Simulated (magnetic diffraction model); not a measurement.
# CeNbS4 below its ordering temperature

Space group I4_1/a (no. 88, origin choice 1), a = 6.4290 Å, c = 14.1700 Å.

| site | atom | x | y | z |
| --- | --- | --- | --- | --- |
| 4a | Ce | 0 | 0 | 0 |
| 4b | Nb | 1/2 | 1/2 | 0 |
| 16f | S | 0.2491 | 0.8570 | 0.1733 |

The compound is invented for this exercise: a known structure type with other elements, its cell scaled to their sizes and not relaxed.

Only Ce is taken to order (form factors of Ce3+); orders and moment sizes are assumed, and not adapted to the symmetry. Radiation: neutrons of λ = 2.52 Å, 8° to 65°; isotropic B of 0.46 Å² (Ce), 0.43 Å² (Nb) and 0.66 Å² (S). Simulated constant-wavelength pattern: nuclear and magnetic terms add, the magnetic one as |2.695 fm × Σ f S⊥ exp(2πi Q·r) exp(−B s²)|², summed over all Q at one angle with the factor 1/(sin²θ cos θ). For collinear order S is the moment m, which repeats by lattice and centring translations R with the sign exp(−2πi k·R). Free-ion form factors, Sears's scattering lengths of 1992, no absorption; a label names one of the reflections at its angle. The strongest nuclear line in the range is 100, and lines under 0.2 are left out.

Above the ordering temperature:

```tsv
2θ (°)	index	I
24.86	(1 0 1)	10.9
38.45	(1 1 2)	100.0
38.66	(1 0 3)	13.5
41.67	(0 0 4)	9.6
46.16	(2 0 0)	6.3
50.99	(2 0 2)	5.6
53.12	(2 1 1)	22.5
53.61	(1 1 4)	27.2
58.14	(1 0 5)	1.3
61.73	(2 1 3)	7.9
63.92	(2 0 4)	61.1
```

Below it (cell unchanged):

```
2θ (°)      I
 10.20    4.7
 22.61   10.9
 24.86   10.9
 30.69    6.2
 30.94    0.5
 33.84    8.0
 38.45  100.0
 38.66   13.5
 41.67    9.6
 45.25    2.9
 46.16    6.3
 47.40    4.1
 47.92    1.7
 50.99    5.6
 51.98    3.3
 53.12   22.5
 53.61   27.2
 56.45    5.5
 56.61    2.2
 58.14    1.3
 61.73    7.9
 63.19    1.0
 63.92   61.1
```

**Question.** Find the propagation vector, then choose among these models:
A. collinear moments along [111], 1.8 μB on Ce; signs + at (0, 0, 0), + at (0, 1/2, 1/4)
B. collinear moments along [101], 1.8 μB on Ce; signs + at (0, 0, 0), − at (0, 1/2, 1/4)
C. collinear moments along [101], 1.8 μB on Ce; signs + at (0, 0, 0), + at (0, 1/2, 1/4)
D. collinear moments along [111], 1.8 μB on Ce; signs + at (0, 0, 0), − at (0, 1/2, 1/4)

The new lines index as (0 0 1) at 10.20°, (0 1 0) at 22.61°, (1 0 2) at 30.69° and (0 0 3) at 30.94°, that is as H ± k with k = (0 0 1). The indices are whole but break the lattice centring, so the moments reverse under a centring translation, those with k·t a half-integer.

Magnetic intensity, observed (below minus above) and for each model:

| 2θ (°) | index | observed | A | B | C | D |
| --- | --- | --- | --- | --- | --- | --- |
| 10.20 | (0 0 1) | 4.7 | 7.9 | 4.7 | 4.7 | 7.9 |
| 22.61 | (0 1 0) | 10.9 | 9.3 | 10.9 | 9.0 | 9.3 |
| 30.69 | (1 0 2) | 6.2 | 7.0 | 6.2 | 7.3 | 7.0 |
| 30.94 | (0 0 3) | 0.5 | 0.8 | 0.5 | 0.5 | 0.8 |
| 33.84 | (1 1 1) | 8.0 | 7.6 | 8.0 | 8.0 | 7.6 |
| 47.92 | (0 1 4) | 1.7 | 1.9 | 1.7 | 1.5 | 1.9 |
| 51.98 | (2 1 0) | 3.3 | 3.3 | 3.3 | 3.7 | 3.3 |
| 56.45 | (1 2 2) | 5.5 | 5.0 | 5.5 | 5.0 | 5.0 |

Model B matches.

The structure used: k = (0 0 1), collinear moments along [101], 1.8 μB on Ce; signs + at (0, 0, 0), − at (0, 1/2, 1/4).

[Logs are printed without paths, hosts, clocks, repeated set-up lines and the standing remarks that a program may print on its own settings, such as how far it seeks lower states.]
